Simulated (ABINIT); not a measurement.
## NaF (Villiaumite): G0W0 in ABINIT against the exchange cutoff

Wanted: the cheapest exchange cutoff that holds the gap of NaF (Villiaumite).

Calculated with ABINIT 10.8.3; PBEsol and many-body steps on it, plane waves.

### 1. The structure

It takes space group Fm-3m (No. 225, cubic). Conventional cell: a = 4.640 Å, b = 4.640 Å, c = 4.640 Å, α = 90.00°, β = 90.00°, γ = 90.00°. Nearest to Na lie 6 F at 2.32 Å. Nearest to F lie 6 Na at 2.32 Å. Farther neighbours and most contacts between anions are not listed.

The cell and positions come from the Crystallography Open Database and are kept as given unless a step says otherwise.

### 2. Screening, 4×4×4 mesh, 26 bands, screening to 130.6 eV

This step: ABINIT 10.8.3; RPA screening on PBEsol, plane waves, norm-conserving pseudopotentials.

The RPA dielectric matrix is built and inverted for each q.

run.abi reads:

```
acell 3*1.0 Angstrom
rprim 
  -0.000000000000 2.320000000000 2.320000000000
  2.320000000000 -0.000000000000 2.320000000000
  2.320000000000 2.320000000000 -0.000000000000
ntypat 2
znucl 11 9
natom 2
typat 1 2
xred 
  0.000000000000 0.000000000000 0.000000000000
  0.500000000000 0.500000000000 0.500000000000
pp_dirpath "pseudos"
pseudos "Na.upf, F.upf"
ecut 38
ngkpt 4 4 4
nshiftk 1
shiftk 0 0 0
kptopt 1
chksymbreak 0
istwfk *1
occopt 1
irdwfk 1
optdriver 3
nband 26
ecuteps 4.8
inclvkb 2
awtr 1
symchi 1
indata_prefix "in"
outdata_prefix "out"
tmpdata_prefix "tmp"
```

On the command line:

```console
OMP_NUM_THREADS=1 mpirun -n 4 abinit run.abi > log
```

What it wrote:

```text
.Version 10.8.3 of ABINIT. v10.8.2 released Aug 2026.

 Symmetries : space group Fm -3 m (#225); Bravais cF (face-center cubic)
[... echo of the input left out ...]
== DATASET  1 ==================================================================
-   mpi_nproc: 4, omp_nthreads: 1 (-1 if OMP is not activated)

--- !DatasetInfo
iteration_state: {dtset: 1, }
dimensions: {natom: 2, nkpt: 8, mband: 26, nsppol: 1, nspinor: 1, nspden: 1, mpw: 1917, }
cutoff_energies: {ecut:  38.0, pawecutdg:  -1.0, }
electrons: {nelect:   1.60000000E+01, charge:   0.00000000E+00, occopt:   1.00000000E+00, tsmear:   1.00000000E-02, }

 SCREENING: Calculation of the susceptibility and dielectric matrices

 Based on a program developped by R.W. Godby, V. Olevano, G. Onida, and L. Reining.
 Incorporated in ABINIT by V. Olevano, G.-M. Rignanese, and M. Torrent.
.Using double precision arithmetic ; gwpc =  8

[... cell and pseudopotentials left out ...]
--------------------------------------------------------------------------------

 ==== K-mesh for the wavefunctions ====
 Number of points in the irreducible wedge :     8
[... list of points left out ...]
 Together with 48 symmetry operations and time-reversal symmetry
 yields    64 points in the full Brillouin Zone.

 ==== Q-mesh for the screening function ====
 Number of points in the irreducible wedge :     8
[... list of points left out ...]
 Together with 48 symmetry operations and time-reversal symmetry
 yields    64 points in the full Brillouin Zone.

 setmesh: FFT mesh size selected  =    24x   24x   24
          total number of points  =        13824

 vcoul_init : cutoff-mode = AUXILIARY_FUNCTION
 q-points for optical limit:   1
     1)      0.000010    0.000020    0.000030

- screening: taking advantage of time-reversal symmetry
- Maximum band index for partially occupied states nbvw = 8
- Remaining bands to be divided among processors   nbcw = 18
- Number of bands treated by each node ~4

 Number of electrons calculated from density =   16.0000; Expected =   16.0000
 average of density, n =  0.094936
 r_s =    1.3599
 omega_plasma =   29.7215 [eV]

 calculating chi0 at frequencies [eV] :
  1    0.000000E+00    0.000000E+00
  2    0.000000E+00    2.972147E+01

--------------------------------------------------------------------------------
  q-point number  1        q = ( 0.000000, 0.000000, 0.000000) [r.l.u.]
--------------------------------------------------------------------------------
[... chi0 elements left out ...]
 For q-point:  0.000010 0.000020 0.000030
  dielectric constant =   1.7966
  dielectric constant without local fields =   1.8673

  Average fulfillment of the sum rule on Im[epsilon] for q-point    1 :     21.34  [%]
[... wings left out ...]
  q-point number  2        q = ( 0.250000, 0.000000, 0.000000) [r.l.u.]
--------------------------------------------------------------------------------
[... chi0 elements left out ...]
  Average fulfillment of the sum rule on Im[epsilon] for q-point    2 :     37.57  [%]

 [... 6 further q-points ...]
```

Wall time 3 s (4 MPI ranks of Arm Neoverse V2, shared host); peak memory 0.1 GiB; 12 s of CPU time.

Numbers from this step:

```
ε∞ with local fields, on this mesh, along the program's q direction : 1.797
the same without local fields                                       : 1.867
plasma frequency                                                    : 29.72 eV
plane waves in the screening matrix                                 : 65
```

Local fields lower ε∞ by 4 %. On a Γ-centred mesh this coarse the value itself is usually too large, while a short band sum pulls it down.

### 3. 3.8 Ha

This step: G0W0 on PBEsol, plane waves, norm-conserving pseudopotentials.

run.abi, as its differences from that of step 2:

```diff
@@ -23,8 +23,15 @@
 irdwfk 1
-optdriver 3
+optdriver 4
 nband 26
+gwcalctyp 0
+ecutsigx 3.8
+symsigma 1
+nkptgw 1
+kptgw 
+  0.0000000000 0.0000000000 0.0000000000
+bdgw 
+  6 12
 ecuteps 4.8
-inclvkb 2
-awtr 1
-symchi 1
+irdscr 1
+ppmodel 1
 indata_prefix "in"
```

What it wrote:

```text
.Version 10.8.3 of ABINIT. v10.8.2 released Aug 2026.

 Symmetries : space group Fm -3 m (#225); Bravais cF (face-center cubic)
[... echo of the input left out ...]
== DATASET  1 ==================================================================
-   mpi_nproc: 4, omp_nthreads: 1 (-1 if OMP is not activated)

--- !DatasetInfo
iteration_state: {dtset: 1, }
dimensions: {natom: 2, nkpt: 8, mband: 26, nsppol: 1, nspinor: 1, nspden: 1, mpw: 1917, }
cutoff_energies: {ecut:  38.0, pawecutdg:  -1.0, }
electrons: {nelect:   1.60000000E+01, charge:   0.00000000E+00, occopt:   1.00000000E+00, tsmear:   1.00000000E-02, }

 SIGMA: Calculation of the GW corrections

 Based on a program developped by R.W. Godby, V. Olevano, G. Onida, and L. Reining.
 Incorporated in ABINIT by V. Olevano, G.-M. Rignanese, and M. Torrent.
.Using double precision arithmetic ; gwpc =  8

[... cell and pseudopotentials left out ...]
--------------------------------------------------------------------------------

 ==== K-mesh for the wavefunctions ====
 Number of points in the irreducible wedge :     8
[... list of points left out ...]
 Together with 48 symmetry operations and time-reversal symmetry
 yields    64 points in the full Brillouin Zone.

 ==== Q-mesh for screening function ====
 Number of points in the irreducible wedge :     8
[... list of points left out ...]
 Together with 48 symmetry operations and time-reversal symmetry
 yields    64 points in the full Brillouin Zone.

 vcoul_init : cutoff-mode = AUXILIARY_FUNCTION
 q-points for optical limit:   1
     1)      0.000010    0.000020    0.000030
 setmesh: FFT mesh size selected  =    24x   24x   24
          total number of points  =        13824

 Number of electrons calculated from density =   16.0000; Expected =   16.0000
 average of density, n =  0.094936
 r_s =    1.3599
 omega_plasma =   29.7215 [eV]

 === KS Band Gaps ===
  >>>> For spin  1
   Minimum direct gap =   6.1803 [eV], located at k-point      :   0.0000  0.0000  0.0000
   Fundamental gap    =   6.1803 [eV], Top of valence bands at :   0.0000  0.0000  0.0000
                                       Bottom of conduction at :   0.0000  0.0000  0.0000
 SIGMA fundamental parameters:
 PLASMON POLE MODEL  1
 number of plane-waves for SigmaX                   59
 number of plane-waves for SigmaC and W             59
 number of plane-waves for wavefunctions          1917
 number of bands                                    26
 number of independent spin polarizations            1
 number of spinorial components                      1
 number of k-points in IBZ                           8
 number of q-points in IBZ                           8
 number of symmetry operations                      48
 number of k-points in BZ                           64
 number of q-points in BZ                           64
 number of frequencies for dSigma/dE                 9
 frequency step for dSigma/dE [eV]                0.25
 number of omega for Sigma on real axis              0
 max omega for Sigma on real axis  [eV]           0.00
 zcut for avoiding poles [eV]                     0.10

 EPSILON^-1 parameters (SCR file):
 dimension of the eps^-1 matrix on file             65
 dimension of the eps^-1 matrix used                59
 number of plane-waves for wavefunctions          1917
 number of bands                                    26
 number of q-points in IBZ                           8
 number of frequencies                               2
 number of real frequencies                          1
 number of imag frequencies                          1

 matrix elements of self-energy operator (all in [eV])

 Perturbative Calculation

--- !SelfEnergy_ee
iteration_state: {dtset: 1, }
kpoint     : [   0.000,    0.000,    0.000, ]
spin       : 1
KS_gap     :    6.180
QP_gap     :    8.618
Delta_QP_KS:    2.438
data: !SigmaeeData |
     Band     E0 <VxcDFT>   SigX SigC(E0)      Z dSigC/dE  Sig(E)    E-E0       E
        6  -1.485 -22.214 -25.979   4.710   0.824  -0.214 -21.435   0.778  -0.706
        7  -1.485 -22.214 -25.979   4.710   0.824  -0.214 -21.435   0.778  -0.706
        8  -1.485 -22.214 -25.979   4.710   0.824  -0.214 -21.435   0.778  -0.706
        9   4.696  -9.609  -3.720  -2.336   0.905  -0.105  -6.393   3.216   7.912
       10  17.416  -7.362  -2.012  -2.681   0.910  -0.099  -4.934   2.428  19.844
       11  17.416  -7.362  -2.012  -2.681   0.910  -0.099  -4.934   2.428  19.844
       12  17.416  -7.362  -2.012  -2.681   0.910  -0.099  -4.934   2.428  19.844

== END DATASET(S) ==============================================================
================================================================================

 -outvars: echo values of variables after computation  --------
           etotal      0.0000000000E+00
            nband          26
             nkpt           8
          spgroup         225
 [... the other variables as echoed above ...]

 Calculation completed.
```

Run time: 1.8 s. Hardware: 4 MPI ranks; peak memory 0.09 GiB; 6.8 s of CPU time.

Numbers from this step:

- G0W0 gap on the points computed: 8.618 eV
- starting gap on the mesh: 6.180 eV
- k of the valence top: 0, 0, 0
- k of the conduction bottom: 0, 0, 0
- Z at the valence top: 0.824
- Z at the conduction bottom: 0.905
- least direct G0W0 gap on the computed points: 8.618 eV

### 4. 7.6 Ha

run.abi, as its differences from that of step 3:

```diff
@@ -26,3 +26,3 @@
 gwcalctyp 0
-ecutsigx 3.8
+ecutsigx 7.6
 symsigma 1
```

What it wrote:

```text
.Version 10.8.3 of ABINIT. v10.8.2 released Aug 2026.

 Symmetries : space group Fm -3 m (#225); Bravais cF (face-center cubic)
[... echo of the input left out ...]
== DATASET  1 ==================================================================
-   mpi_nproc: 4, omp_nthreads: 1 (-1 if OMP is not activated)

--- !DatasetInfo
iteration_state: {dtset: 1, }
dimensions: {natom: 2, nkpt: 8, mband: 26, nsppol: 1, nspinor: 1, nspden: 1, mpw: 1917, }
cutoff_energies: {ecut:  38.0, pawecutdg:  -1.0, }
electrons: {nelect:   1.60000000E+01, charge:   0.00000000E+00, occopt:   1.00000000E+00, tsmear:   1.00000000E-02, }

 SIGMA: Calculation of the GW corrections

 Based on a program developped by R.W. Godby, V. Olevano, G. Onida, and L. Reining.
 Incorporated in ABINIT by V. Olevano, G.-M. Rignanese, and M. Torrent.
.Using double precision arithmetic ; gwpc =  8

[... cell and pseudopotentials left out ...]
--------------------------------------------------------------------------------

 ==== K-mesh for the wavefunctions ====
 Number of points in the irreducible wedge :     8
[... list of points left out ...]
 Together with 48 symmetry operations and time-reversal symmetry
 yields    64 points in the full Brillouin Zone.

 ==== Q-mesh for screening function ====
 Number of points in the irreducible wedge :     8
[... list of points left out ...]
 Together with 48 symmetry operations and time-reversal symmetry
 yields    64 points in the full Brillouin Zone.

 vcoul_init : cutoff-mode = AUXILIARY_FUNCTION
 q-points for optical limit:   1
     1)      0.000010    0.000020    0.000030
 setmesh: FFT mesh size selected  =    25x   25x   25
          total number of points  =        15625

 Number of electrons calculated from density =   16.0000; Expected =   16.0000
[...]
number of q-points in BZ                           64
 number of frequencies for dSigma/dE                 9
 frequency step for dSigma/dE [eV]                0.25
 number of omega for Sigma on real axis              0
 max omega for Sigma on real axis  [eV]           0.00
 zcut for avoiding poles [eV]                     0.10

 EPSILON^-1 parameters (SCR file):
 dimension of the eps^-1 matrix on file             65
 dimension of the eps^-1 matrix used                65
 number of plane-waves for wavefunctions          1917
 number of bands                                    26
 number of q-points in IBZ                           8
 number of frequencies                               2
 number of real frequencies                          1
 number of imag frequencies                          1

 matrix elements of self-energy operator (all in [eV])

 Perturbative Calculation

--- !SelfEnergy_ee
iteration_state: {dtset: 1, }
kpoint     : [   0.000,    0.000,    0.000, ]
spin       : 1
KS_gap     :    6.180
QP_gap     :    9.723
Delta_QP_KS:    3.542
data: !SigmaeeData |
     Band     E0 <VxcDFT>   SigX SigC(E0)      Z dSigC/dE  Sig(E)    E-E0       E
        6  -1.485 -22.214 -28.481   4.759   0.822  -0.216 -23.454  -1.240  -2.724
        7  -1.485 -22.214 -28.481   4.759   0.822  -0.216 -23.454  -1.240  -2.724
        8  -1.485 -22.214 -28.481   4.759   0.822  -0.216 -23.454  -1.240  -2.724
        9   4.696  -9.609  -4.741  -2.323   0.905  -0.105  -7.306   2.302   6.998
       10  17.416  -7.362  -2.112  -2.679   0.910  -0.099  -5.023   2.338  19.755
       11  17.416  -7.362  -2.112  -2.679   0.910  -0.099  -5.023   2.338  19.755
       12  17.416  -7.362  -2.112  -2.679   0.910  -0.099  -5.023   2.338  19.755

== END DATASET(S) ==============================================================
================================================================================

 -outvars: echo values of variables after computation  --------
           etotal      0.0000000000E+00
            nband          26
             nkpt           8
          spgroup         225
 [... the other variables as echoed above ...]

 Calculation completed.
```

Elapsed: 1.8 s, on 4 MPI ranks; peak memory 0.09 GiB; 6.9 s of CPU time.

This step gave:

```yaml
g0w0_gap_on_the_points_computed: 9.722 eV
starting_gap_on_the_mesh: 6.180 eV
k_of_the_valence_top: 0, 0, 0
k_of_the_conduction_bottom: 0, 0, 0
z_at_the_valence_top: 0.822
z_at_the_conduction_bottom: 0.905
least_direct_g0w0_gap_on_the_computed_points: 9.722 eV
```

[end of part 1 of 2]

[Paths, hosts, dates, memory and timing lines, banners, echoed tables and standing remarks are left out of the program output.]

[Logs are printed without paths, hosts, clocks, repeated set-up lines and the standing remarks that a program may print on its own settings, such as how far it seeks lower states.]

[Runs of the session that timed out or met a known fault of the program may be left out.]

[No measured gap is set beside runs whose start may be inverted or whose files or cutoffs have a known fault.]

[Hosts, paths, dates, database ids (printed as entryN), source tags and the programs' standing remarks are cut or masked in the printed files.]

[G0W0 gaps are taken among the corrected bands and points alone; a level outside them can change the order at an edge.]

[Where Ansatz stands beside ABINIT at settings called matched, ABINIT's density can come from a denser mesh and the files from another edition; pairs whose starting gaps differed by over 0.03 eV were left out, so agreement reads better than it is.]
